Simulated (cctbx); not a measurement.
# Diagnosing a refinement

Cell a = 18.1916 Å, b = 9.1740 Å, c = 4.6680 Å, α = 90.00°, β = 103.68°, γ = 90.00°; space group C2/m (no. 12).

The data are simulated with cctbx, not measured: Cu Kα, λ = 1.54184 Å, to d = 0.83 Å, 70 % of the full sphere, strongest reflection 40000 counts, noise from counting, a 1.5 % proportional error and a noise floor of 2 counts (s.d.); no absorption.

An isotropic refinement with weights 1/σ² prints:

```text
Rint 0.017, 736 unique reflections to 0.83 A
cycle     R1     wR2    GooF  max shift (A)
   1  0.6433  0.9280  36.575   0.11660
  12  0.0169  0.0743   2.927   0.00589
final R1 0.0163 wR2 0.0746 GooF 2.941  parameters 23  data/parameter 32.0
atom        x        y        z      Ueq    occ   su(xyz)  su(Uiso or U11)
Os1    0.65029  0.74690  0.63928   0.0079  1.000  0.00014  0.0002
Tb1    0.69929  0.00000  0.19597   0.0083  1.000  0.00028  0.0003
Nd1    0.00000  0.25740  0.00000   0.0070  1.000  0.00012  0.0003
Sn1    0.57425  0.00000  0.56969   0.0073  1.000  0.00030  0.0003
Sn2    0.92469  0.00000  0.42570   0.0088  1.000  0.00031  0.0003
Sn3    0.80062  0.84721  0.78847   0.0071  1.000  0.00020  0.0002
Sn4    0.50038  0.75749  0.75495   1.0000  1.000  0.00703  0.0383
difference map: max 1.84 min -1.81 rms 0.54
Q1    0.0085  0.0000  0.1169    4    1.85  2.19 A from Sn2
Q2    0.0693  0.0000  0.1996    4    1.66  1.73 A from Sn2
Q3    0.0863  0.5000  0.5605    4    1.51  0.23 A from Sn1
Q4    0.0000  0.5000  0.0000    2    1.43  2.23 A from Nd1
Q5    0.0467  0.5000  0.5697    4    1.38  0.50 A from Sn1
Q6    0.0529  0.4593  0.3354    8    1.33  1.13 A from Sn1
```

**Question.** Can this result stand? If not, what is the likely fault?

Mend it. The fault: spurious atom: Sn4. Against the right model at the same level, R1 goes from 0.0111 to 0.0163 and GooF from 0.95 to 2.94 and Sn4 takes U = the program's ceiling. A site with no density behind it hides by a very large U or drifts. The fit had not settled when the cycles ran out.

The compound is TbNdSn4Os2. The right model at the same level gives:

```text
Rint 0.017, 736 unique reflections to 0.83 A
cycle     R1     wR2    GooF  max shift (A)
   1  0.2556  0.5442  21.387   0.10095
   2  0.0111  0.0241   0.947   0.00010
final R1 0.0111 wR2 0.0241 GooF 0.946  parameters 19  data/parameter 38.7
atom        x        y        z      Ueq    occ   su(xyz)  su(Uiso or U11)
Os1    0.65030  0.74691  0.63928   0.0083  1.000  0.00004  0.0001
Tb1    0.69930  0.00000  0.19597   0.0087  1.000  0.00009  0.0001
Nd1    0.00000  0.25740  0.00000   0.0074  1.000  0.00004  0.0001
Sn1    0.57425  0.00000  0.56968   0.0077  1.000  0.00010  0.0001
Sn2    0.92468  0.00000  0.42569   0.0092  1.000  0.00010  0.0001
Sn3    0.80061  0.84710  0.78846   0.0075  1.000  0.00006  0.0001
difference map: max 0.87 min -0.92 rms 0.20
Q1    0.0085  0.0000  0.1190    4    0.88  2.18 A from Sn2
Q2    0.0710  0.0000  0.2027    4    0.80  1.72 A from Sn2
Q3    0.0966  0.4364  0.5780    8    0.68  0.71 A from Sn1
Q4    0.1797  0.0000  0.2199    4    0.67  1.45 A from Sn3
Q5    0.2380  0.4402  0.8848    8    0.62  1.57 A from Sn3
Q6    0.0508  0.4468  0.3341    8    0.62  1.19 A from Sn1
```

The model was made for the exercise: a known structure type with other elements put in, its volume estimated, not relaxed; displacement parameters are assumed.

[Middle refinement cycles are left out of these outputs.]

[Logs are printed without paths, hosts, clocks, repeated set-up lines and the standing remarks that a program may print on its own settings, such as how far it seeks lower states.]
